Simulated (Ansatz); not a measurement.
# CrSi2As4 monolayer in a perpendicular field, part 2 of 3

What dipole does a perpendicular field induce in the CrSi2As4 monolayer? A positive field points along +c.

Ansatz 0.2.0; plane-wave DFT, PBE-D3(BJ), Ansatz PAW.

So far. Step 2 (Relaxation): The lattice constant a goes from 3.630 to 3.602 Å.

## 3. Atoms held, field 0

A sawtooth potential applies the field, turning back in the middle of the vacuum. With the dipole correction the typed value is the field outside the slab. The induced dipole is small, so the SCF threshold is tight.

The cell differs from the one that the last finished run ended in (c 47.808 → 27.723 Å).

Contents of input.yaml:

```yaml
crystal:
  lattice:
    - [3.6019758111, 0.0, 0.0]
    - [-1.8009879055, 3.1194025562, 0.0]
    - [0.0, 0.0, 27.722654852]
  atoms:
    - { symbol: As, position: [0.0, 0.0, 0.3246442322], spin: -0.01 }
    - { symbol: Si, position: [0.3333333333, 0.6666666667, 0.3649447958], spin: 0.01 }
    - { symbol: As, position: [0.3333333333, 0.6666666667, 0.4500150281], spin: -0.1 }
    - { symbol: Cr, position: [0.0, 0.0, 0.5], spin: 2.03 }
    - { symbol: As, position: [0.3333333333, 0.6666666667, 0.5499849719], spin: -0.1 }
    - { symbol: Si, position: [0.3333333333, 0.6666666667, 0.6350552042], spin: 0.01 }
    - { symbol: As, position: [0.0, 0.0, 0.6753557678], spin: -0.01 }
magnetization:
  spin_polarized: true
kpoints:
  mp_grid: { grid: [18, 18, 1] }
  band_path:
    path: [[0, 0, 0], [0.5, 0, 0], [0.33333333, 0.33333333, 0], [0, 0, 0]]
    npoints: 16
hamiltonian:
  xc: pbe
  dispersion: d3bj
scf:
  occupations: { method: fermi_dirac, width: 0.02585 }
  convergence: { dr2_threshold: 1.0e-10 }
efield:
  axis: 3
  dipole_correction: true
  ramp_position: 0.97
  ramp_width: 0.06
  amplitude: 0
output:
  dos: { projected: true, e_range: [-6, 5] }
  write_potential: true
  write_density: true
  volumetric_format: npy
  elf: true
```

Started as:

```bash
> ansatz run input.yaml --threads 4 --pin off --max-ram 6144MiB --backend cpu --events-out ev --progress --plain --runs-dir out
```

Numbers of over 12 decimals in the logs are rounded to 6 here.

Output:

```text
[...]
Crystal: 7 atoms, lattice volume = 311.492 Å³
Basis set: ecut = 420 eV, 5997 PW (Γ)
Bands: 51, of which v1, the nominal top of the filled ones, is band 41 counted from 1 (40 counted from 0)
Symmetry: 6 space group operations
k-points: 37 of 324 (time reversal used)
[...]
Starting moments: Σ|m| = 2.27 μB on 7 of 7 sites
[...]
SCF iter   1: F=—  HF=-24070.999915 eV  |F-HF|=—  |Δ(HF+E_count)|=         —  Δρ=4.16e-2 (↑4.16e-2 ↓1.40e-2)  dr2=6.59e0  dr2_m=1.36e0  M=0.234 μB ∫|m|=0.842 μB  β_m=0.34  ethr=3.10e-3  p=0.000 e·Å  D=1.51e-13 V/Å  ΔV_dip=-0.00 eV  dr2_dipole=1.08e-8  V_vac-E_F(+/−)=5.21/5.21 eV  ⟨swp⟩=9.9  Hψ=16479  notcnv=0
[...]
efield: sawtooth ramp at fractional position 0.9700 (set: `efield.ramp_position`, or a place that a band, a saddle search or an elastic batch's reference lends), width 0.0600; the density the first Hamiltonian is built on has a dipole p = 0.000 e·Å; the dipole correction subtracts the counter field D = 1.51e-13 V/Å, which shifts the + side's vacuum level by -0.00 eV against the − side's; the planar-averaged density in the ramp window peaks in size at 2.5e-6 e/Å³
[...]
SCF iter   2: F=—  HF=-24073.344326 eV  |F-HF|=—  |Δ(HF+E_count)|=    2.34e0  Δρ=2.38e-2 (↑2.38e-2 ↓1.31e-2)  dr2=1.33e0  dr2_m=7.48e-1  M=0.174 μB ∫|m|=0.658 μB  β_m=0.45  ethr=3.10e-3  p=0.000 e·Å  D=4.85e-5 V/Å  ΔV_dip=-0.00 eV  dr2_dipole=4.41e-7  V_vac-E_F(+/−)=4.25/4.25 eV  ⟨swp⟩=3.0  Hψ=8685  notcnv=0  defer=197
density mixer auto → msr1: a metal under ldos (density of states about μ 0.63 of a free-electron gas's, 60 screened modes)
SCF iter   3: F=—  HF=-24076.094666 eV  |F-HF|=—  |Δ(HF+E_count)|=    2.75e0  Δρ=9.49e-3 (↑9.49e-3 ↓7.52e-3)  dr2=6.45e-1  dr2_m=1.70e-1  M=0.135 μB ∫|m|=0.425 μB  β_m=0.48  ethr=1.62e-3  p=-0.000 e·Å  D=-1.21e-4 V/Å  ΔV_dip=0.00 eV  dr2_dipole=9.49e-7  V_vac-E_F(+/−)=5.23/5.22 eV  ⟨swp⟩=3.3  Hψ=5477  notcnv=0  defer=197
[...]
SCF iter  18: F=-24076.578010 eV  HF=-24076.578010 eV  |F-HF|=7.28e-11  |Δ(HF+E_count)|=  1.53e-10  Δρ=2.46e-8 (↑1.97e-8 ↓2.46e-8)  dr2=1.15e-11  dr2_m=1.84e-13  M=0.000 μB ∫|m|=0.000 μB  ethr=1.00e-12  p=0.000 e·Å  D=1.27e-7 V/Å  ΔV_dip=-0.00 eV  dr2_dipole=1.19e-12  V_vac-E_F(+/−)=4.79/4.79 eV  ⟨swp⟩=10.8  Hψ=12952  notcnv=0
[...]
SCF 1 converged in 18 iterations: F = -24076.578010 eV  dr2 = 1.15e-11
[...]
SCF iter   1: F=—  HF=-24076.578010 eV  |F-HF|=—  |Δ(HF+E_count)|=         —  Δρ=2.49e-8 (↑2.01e-8 ↓2.49e-8)  dr2=1.18e-11  dr2_m=1.89e-13  M=0.000 μB ∫|m|=0.000 μB  ethr=1.00e-12  p=0.000 e·Å  D=1.27e-7 V/Å  ΔV_dip=-0.00 eV  dr2_dipole=1.19e-12  V_vac-E_F(+/−)=4.79/4.79 eV  ⟨swp⟩=1.0  Hψ=17866  notcnv=0
efield: sawtooth ramp at fractional position 0.9700 (kept from the solve that this one continues, or follows in the run), width 0.0600; the density the first Hamiltonian is built on has a dipole p = 0.000 e·Å; the dipole correction subtracts the counter field D = 1.27e-7 V/Å, which shifts the + side's vacuum level by -0.00 eV against the − side's; the planar-averaged density in the ramp window peaks in size at 2.5e-6 e/Å³
[...]
SCF iter   2: F=—  HF=-24076.869019 eV  |F-HF|=—  |Δ(HF+E_count)|=   2.91e-1  Δρ=1.69e-2 (↑1.69e-2 ↓7.42e-3)  dr2=4.11e0  dr2_m=6.79e-2  M=1.748 μB ∫|m|=2.490 μB  ethr=1.22e-6  p=-0.000 e·Å  D=-1.08e-6 V/Å  ΔV_dip=0.00 eV  dr2_dipole=1.65e-10  V_vac-E_F(+/−)=3.81/3.81 eV  ⟨swp⟩=1.0  Hψ=22756  notcnv=0
[...]
SCF iter   8: F=—  HF=-24076.595629 eV  |F-HF|=—  |Δ(HF+E_count)|=   1.08e-9  Δρ=2.24e-7 (↑2.24e-7 ↓1.10e-7)  dr2=1.45e-9  dr2_m=1.34e-11  M=1.938 μB ∫|m|=2.731 μB  ethr=1.14e-11  p=-0.000 e·Å  D=-3.97e-7 V/Å  ΔV_dip=0.00 eV  dr2_dipole=4.20e-11  V_vac-E_F(+/−)=4.66/4.66 eV  ⟨swp⟩=1.0  Hψ=7862  notcnv=0
this SCF's setup event announced max_iter 8: a cap that the engine derives, which gives way to 182 iterations because this look along open shells stands lower than the state that it set out from. From here on the SCF can send more iterations than it announced.
SCF iter   9: F=—  HF=-24076.595629 eV  |F-HF|=—  |Δ(HF+E_count)|=  1.60e-10  Δρ=9.72e-8 (↑9.72e-8 ↓3.82e-8)  dr2=2.97e-10  dr2_m=3.29e-12  M=1.938 μB ∫|m|=2.731 μB  ethr=1.89e-12  p=0.000 e·Å  D=1.56e-7 V/Å  ΔV_dip=-0.00 eV  dr2_dipole=8.13e-12  V_vac-E_F(+/−)=4.66/4.66 eV  ⟨swp⟩=1.0  Hψ=7856  notcnv=0
[...]
SCF iter  11: F=-24076.595629 eV  HF=-24076.595629 eV  |F-HF|=3.64e-12  |Δ(HF+E_count)|=  1.82e-11  Δρ=2.55e-8 (↑2.55e-8 ↓1.03e-8)  dr2=8.81e-12  dr2_m=1.94e-13  M=1.938 μB ∫|m|=2.731 μB  ethr=1.00e-12  p=0.000 e·Å  D=2.18e-9 V/Å  ΔV_dip=-0.00 eV  dr2_dipole=5.49e-16  V_vac-E_F(+/−)=4.66/4.66 eV  ⟨swp⟩=1.3  Hψ=7876  notcnv=0
[...]
SCF 2 converged in 11 iterations: F = -24076.595629 eV  dr2 = 8.81e-12
[...]
SCF iter   2: F=-24076.595629 eV  HF=-24076.595629 eV  |F-HF|=8.73e-11  |Δ(HF+E_count)|=  1.46e-11  Δρ=8.46e-9 (↑7.02e-9 ↓8.46e-9)  dr2=1.53e-12  dr2_m=2.83e-15  M=1.938 μB ∫|m|=2.731 μB  ethr=1.00e-12  p=0.000 e·Å  D=1.76e-9 V/Å  ΔV_dip=-0.00 eV  dr2_dipole=2.31e-16  V_vac-E_F(+/−)=4.66/4.66 eV  ⟨swp⟩=6.4  Hψ=7061  notcnv=0
[...]
SCF 3 converged in 2 iterations: F = -24076.595629 eV  dr2 = 1.53e-12
[...]
SCF iter   4: F=—  HF=-24076.579116 eV  |F-HF|=—  |Δ(HF+E_count)|=   3.84e-2  Δρ=1.53e-3 (↑6.59e-4 ↓1.53e-3)  dr2=3.03e-2  dr2_m=7.36e-4  M=0.007 μB ∫|m|=0.059 μB  ethr=2.02e-6  p=0.002 e·Å  D=9.86e-4 V/Å  ΔV_dip=-0.03 eV  dr2_dipole=1.86e-4  V_vac-E_F(+/−)=4.86/4.89 eV  ⟨swp⟩=1.0  Hψ=13318  notcnv=0
an SCF towards the filling of the open d shells in which the orbitals that avoid the neighbouring atoms hold both spins ahead of the others, with the run's symmetry operations kept, reached no lower state that the run goes on to. This is no proof of a minimum
[...]
NSCF: frozen V_eff on 49 k-points
[...]
SCF converged after 2 iterations
Magnetization: 1.9382 μB (41.9691 up, 40.0309 down)
Absolute magnetization: 2.7231 μB (∫|ρ↑−ρ↓|, with the PAW one-centre terms)
[...]
Per-site moments (μB) at R_I (Å): [(-0.00733114, 0.973794), (0.00832662, 0.972829), (-0.102794, 0.972829), (2.042492, 1.030833), (-0.102794, 0.972829), (0.00832662, 0.972829), (-0.00733114, 0.973794)]
Free energy (F): -24076.595629 eV
[...]
Internal energy: -24076.592516 eV  (E = F + TS)
E sigma→0 (E₀):  -24076.594072 eV
Entropy (-TS):   -0.003113 eV (-0.445 meV/atom)
Fermi energy:    1.811089 eV
Dipole field:    D = -0.000000 V/Å  (p = -0.000000 e·Å, saw-weighted, corrected)
Work function:   Φ+ = 4.6561 eV   Φ− = 4.6561 eV
Levels:          The Fermi level and band energies are counted from a zero that moves with the ramp; work functions are not
[...]
--- Band table (eV; the first three rows and the last of 74) ---
  k-point 0 ↑: bands = [... 37 lower, 0.9630, 0.9630, 0.9958, 0.9958, 3.9872, 3.9872, 4.0449, 4.0891, ... 6 higher]
  k-point 1 ↑: bands = [... 37 lower, 0.7935, 0.8239, 0.8705, 0.9104, 3.7472, 3.8901, 3.9464, 4.1337, ... 6 higher]
  k-point 2 ↑: bands = [... 37 lower, 0.6336, 0.6984, 0.7236, 0.8181, 3.2717, 3.4775, 3.7880, 4.2275, ... 6 higher]
  k-point 36 ↓: bands = [... 37 lower, -0.8386, -0.0793, 0.5875, 2.5284, 3.1200, 3.2199, 3.2790, 3.5240, ... 6 higher]
```

Run time: 3.8 min. Hardware: 4 threads of Intel Xeon Platinum 8488C (Sapphire Rapids), shared host; peak memory 2.5 GiB; 15 min of CPU time.

In the SCF lines HF is the Harris–Foulkes energy and dr2 the Hartree energy of the density residual, in eV; the loop may stop once dr2 is under the threshold and the program's other checks hold. Hψ counts applications of the Hamiltonian.

This step gave:

- energy at zero smearing: -24076.5941 eV
- total moment: 1.938 μB
- site moments: -0.007331, 0.008327, -0.1028, 2.042, -0.1028, 0.008327, -0.007331 μB
- work function, upper face: 4.656 eV
- dipole along the normal: -2.52e-8 e·Å

Running mean over a fixed 2.7 Å (it still follows the layers) of the planar mean; the ramp of the sawtooth is left out. Table of electron's electrostatic potential energy less the Fermi level by z:

z (Å), electron's electrostatic potential energy less the Fermi level (eV) and a bar from the least value:
```
        4       4.66 ##############################
        5       4.65 ##############################
        6       4.60 ##############################
        7       3.70 ###########################
        8       0.87 ###################
        9      -4.08 ####
       10      -4.98 #
       11      -3.66 #####
       12      -1.80 ###########
       13      -4.63 ##
       14      -5.39 
       15      -3.78 #####
       16      -1.83 ###########
       17      -4.26 ###
       18      -5.33 
       19      -2.75 ########
       20       1.81 ######################
       21       4.20 #############################
       22       4.63 ##############################
       23       4.65 ##############################
       24       4.66 ##############################
```

The density of states has structure finer than the step of the table below, so its rows give means over 0.2 eV, whole bins alone (the curve runs from -6 to 1.99 eV). Peaks (eV: height): total -4.10: 10.7, -2.75: 9.07, -2.61: 8.24, -2.39: 8.26, -1.51: 9.50, -1.37: 13.1, 1.72: 9.95; up -4.10: 6.63, -3.55: 5.22, -2.86: 4.78, -2.14: 5.68, -2.03: 5.63, -1.53: 6.63, 1.14: 4.81; down -4.04: 4.79, -2.75: 5.53, -2.39: 4.77, -1.92: 4.59, -1.37: 9.89, 1.22: 5.38, 1.72: 7.63.

The density of states by energy, zero at the Fermi level; means over each step; values in states/eV a cell:

```csv
energy (eV),total,up,down
-5.8,0.483,0.242,0.242
-5.6,0.943,0.422,0.521
-5.4,1.33,0.869,0.457
-5.2,2.49,1.75,0.742
-5.0,5.10,2.50,2.60
-4.8,3.16,1.69,1.48
-4.6,2.89,1.24,1.65
-4.4,2.31,1.30,1.01
-4.2,4.34,2.47,1.87
-4.0,4.67,2.11,2.56
-3.8,2.15,1.05,1.11
-3.6,3.48,2.14,1.34
-3.4,3.99,1.83,2.17
-3.2,3.30,1.52,1.78
-3.0,4.29,2.57,1.72
-2.8,7.30,3.74,3.57
-2.6,6.11,3.35,2.76
-2.4,6.86,3.49,3.36
-2.2,5.05,2.82,2.23
-2.0,6.50,4.20,2.30
-1.8,5.96,3.71,2.25
-1.6,7.30,4.90,2.40
-1.4,8.90,3.85,5.04
-1.2,5.86,1.87,3.99
-1.0,2.72,1.43,1.29
-0.8,1.43,0.788,0.647
-0.6,1.41,0.930,0.482
-0.4,0.699,0.544,0.155
-0.2,1.61,1.61,0
0.0,1.68,1.27,0.414
0.2,1.84,0.902,0.942
0.4,2.56,0.706,1.85
0.6,1.84,0.578,1.26
0.8,1.77,1.25,0.517
1.0,2.51,2.51,0
1.2,4.01,2.58,1.43
1.4,3.50,1.40,2.10
1.6,5.97,1.67,4.30
1.8,7.60,2.23,5.37
```

Projected DOS per atom over height of the atomic layer and energy from the Fermi level. Layers: As Si As Cr As Si As from below.

Ten even steps from '0' (0.01 states/eV) to '9' (3.32 states/eV), each cell a mean:
```
1119111
1104011
0013100
0003000
0004000
0003000
0002000
0002000
1023201
2039302
2125212
2123212
3123213
2122212
1111111
1111111
1111111
0010100
0120210
1120211
0000000
0000000
```
Columns: height of the atomic layer (Å) from 9 to 18.7 (not evenly spaced); rows upwards: energy from the Fermi level (eV) from -5.96 to 1.96.

Projected DOS per atom, spin up over height of the atomic layer and energy from the Fermi level. Layers: As Si As Cr As Si As from below.

Values in states/eV, 22 rows by 7 columns, each cell a mean:
```
0.24 0.34 0.28 0.31 0.28 0.34 0.24
0.14 0.17 0.21 0.29 0.21 0.17 0.14
0.23 0.17 0.40 1.01 0.40 0.17 0.23
0.04 0.04 0.16 0.39 0.16 0.04 0.04
0.03 0.01 0.15 0.36 0.15 0.01 0.03
0.04 0.02 0.20 0.76 0.20 0.02 0.04
0.02 0.02 0.08 0.69 0.08 0.02 0.02
0.02 0.01 0.04 0.71 0.04 0.01 0.02
0.23 0.10 0.16 0.62 0.16 0.10 0.23
0.42 0.15 0.38 2.34 0.38 0.15 0.42
0.53 0.19 0.46 1.62 0.46 0.19 0.53
0.45 0.21 0.41 0.94 0.41 0.21 0.45
0.57 0.30 0.45 0.80 0.45 0.30 0.57
0.48 0.34 0.44 0.58 0.44 0.34 0.48
0.27 0.21 0.20 0.28 0.20 0.21 0.27
0.27 0.20 0.25 0.32 0.25 0.20 0.27
0.31 0.28 0.28 0.28 0.28 0.28 0.31
0.16 0.16 0.27 0.20 0.27 0.16 0.16
0.15 0.18 0.32 0.19 0.32 0.18 0.15
0.26 0.32 0.43 0.21 0.43 0.32 0.26
0.12 0.09 0.07 0.01 0.07 0.09 0.12
0.05 0.05 0.02 0.01 0.02 0.05 0.05
```
Columns: height of the atomic layer (Å) from 9 to 18.7 (not evenly spaced); rows upwards: energy from the Fermi level (eV) from -5.96 to 1.96.

Projected DOS per atom, spin down over height of the atomic layer and energy from the Fermi level. Layers: As Si As Cr As Si As from below.

Ten even steps from '0' (0.00 states/eV) to '9' (2.71 states/eV), each cell a mean:
```
1119111
0104010
0001000
0002000
0004000
0001000
0000000
0000000
1012101
1033301
1011101
1010101
2110112
1110111
1010101
0000000
1110111
0000000
0010100
0110110
0000000
0000000
```
Columns: height of the atomic layer (Å) from 9 to 18.7 (not evenly spaced); rows upwards: energy from the Fermi level (eV) from -5.96 to 1.96.

Deep bands are left out, so band numbers here count from the lowest band kept and differ from the log's. The electronic bands at the labelled points (eV, zero at the Fermi level; # counts the bands kept):

```csv
point,up #12,up #14,up #15,up #16,down #9,down #11,down #12,down #13
Γ,-0.82,2.18,2.18,2.23,-0.80,-0.40,-0.40,0.75
halfway,-1.42,0.39,1.10,1.15,-1.84,-1.19,-1.05,0.46
M,-1.70,-0.61,-0.04,0.96,-2.28,-1.53,-0.98,-0.07
halfway,-1.53,-0.84,-0.26,0.96,-2.40,-1.90,-1.37,0.38
K,-1.21,-1.09,-0.23,0.79,-2.97,-1.89,-1.22,0.72
halfway,-1.49,0.24,0.51,1.12,-1.98,-1.35,-1.21,0.46
Γ,-0.82,2.18,2.18,2.23,-0.80,-0.40,-0.40,0.75
```

Spin density in the ca plane at fractional y = 0.667, with atoms of Si and As within 0.2 Å of it.

Ten even steps from '0' (-0.03 e/Å³) to '9' (0.11 e/Å³), each cell a mean:
```
22222222222222222211123696321112222222222222
22222222222222222211223796322122222222222222
22222222222222222211112575211112222222222222
22222222222222222110001343100011222222222222
22222222222222222210000121000112222222222222
22222222222222222221320111023122222222222222
22222222222222222211210111012112222222222222
22222222222222222110000222000012222222222222
22222222222222222111012454200111222222222222
```
Columns run along c (16.0 Å, from fractional 0.19 to 0.76 of the cell), rows up along a (3.6 Å). Atoms in or near the plane, at fractional coordinates: Si at (0.36, 0.33), As at (0.45, 0.33), As at (0.55, 0.33), Si at (0.64, 0.33).

Electrostatic potential energy in the ca plane at fractional y = 0.667, with atoms of Si and As within 0.2 Å of it. With pseudopotentials it is smooth inside the atoms' cores, unlike the true potential.

Ten even steps from '0' (-33 eV) to '9' (6 eV), each cell a mean:
```
99999999999999999998778899999999877889999999
99999999999999999998778899999999877889999999
99999999999999999998878888999888888888899998
99999999999999999999887557887656788865568876
99999999999999999999873002675575588647746740
99999999999999999999850000564998478569965620
99999999999999999999861000664897478559955730
99999999999999999999875225786454688755557863
99999999999999999998887778898777888887789987
```
Columns run along c (16.0 Å, from fractional 0.06 to 0.63 of the cell; values clipped at the 3rd and 97th percentile), rows up along a (3.6 Å). Atoms in or near the plane, at fractional coordinates: Si at (0.36, 0.33), As at (0.45, 0.33), As at (0.55, 0.33).

Valence density in the ca plane at fractional y = 0.667, with atoms of Si and As within 0.2 Å of it. It is the smooth field of the valence electrons, not physical close to the nuclei.

Ten steps, logarithmic in the rise over the least value, from '0' (0 e/Å³) to '9' (24 e/Å³), each cell a mean:
```
00000000011111100000111111111000001111110000
00000000011211100000011111110000001112110000
00000000011111100001111111111100011111110000
00000000001122111112322111223211111221100000
00000000001121112225763212367522211121000000
00000000000111012237985212599732210111000000
00000000000111112237984212488632211111000000
00000000001122111123542111244321111221100000
00000000011121111011221111122110111121100000
```
Columns run along c (16.0 Å, from fractional 0.19 to 0.76 of the cell), rows up along a (3.6 Å). Atoms in or near the plane, at fractional coordinates: Si at (0.36, 0.33), As at (0.45, 0.33), As at (0.55, 0.33), Si at (0.64, 0.33).

The work function of the upper face is 4.66 eV.

## 4. Single point, field 0.1 V/Å

input.yaml, as its differences from that of step 3:

```diff
@@ -31,5 +31,4 @@
   ramp_width: 0.06
-  amplitude: 0
+  amplitude: 0.1
 output:
-  dos: { projected: true, e_range: [-6, 5] }
   write_potential: true
@@ -37,2 +36 @@
   volumetric_format: npy
-  elf: true
```

Output:

```text
[...]
Crystal: 7 atoms, lattice volume = 311.492 Å³
Basis set: ecut = 420 eV, 5997 PW (Γ)
Bands: 51, of which v1, the nominal top of the filled ones, is band 41 counted from 1 (40 counted from 0)
Symmetry: 6 space group operations
k-points: 37 of 324 (time reversal used)
[...]
Starting moments: Σ|m| = 2.27 μB on 7 of 7 sites
[...]
k-point 0 ↑: bands = [... 37 lower, 0.9533, 0.9533, 1.0047, 1.0047, 3.9860, 3.9860, 4.0390, 4.0893, ... 6 higher]
  k-point 1 ↑: bands = [... 37 lower, 0.7885, 0.8282, 0.8621, 0.9180, 3.7459, 3.8902, 3.9457, 4.1335, ... 6 higher]
  k-point 2 ↑: bands = [... 37 lower, 0.6283, 0.7030, 0.7219, 0.8189, 3.2706, 3.4773, 3.7875, 4.2271, ... 6 higher]
  k-point 36 ↓: bands = [... 37 lower, -0.8390, -0.0801, 0.5877, 2.5279, 3.1194, 3.2192, 3.2786, 3.5236, ... 6 higher]
[key lines of the parts left out:]
SCF converged after 2 iterations
Magnetization: 1.9381 μB (41.9691 up, 40.0309 down)
Free energy (F): -24076.599308 eV
Fermi energy:    1.810631 eV
Dipole field:    D = 0.042751 V/Å  (p = 0.073591 e·Å, saw-weighted, corrected)
```

It took 4.2 min on 4 threads; peak memory 2.6 GiB.

The dipole is 0.0736 e·Å.

(Part 2 of 3 ends here.)

[Logs are printed without paths, hosts, clocks, repeated set-up lines and the standing remarks that a program may print on its own settings, such as how far it seeks lower states.]

[Hosts, paths, dates, database ids (printed as entryN), source tags and the programs' standing remarks are cut or masked in the printed files.]

[Maps of the electrostatic potential energy from Ansatz leave out the sawtooth potential of an applied field or a dipole correction, so their vacuum need not be flat; planar profiles and work functions include it.]
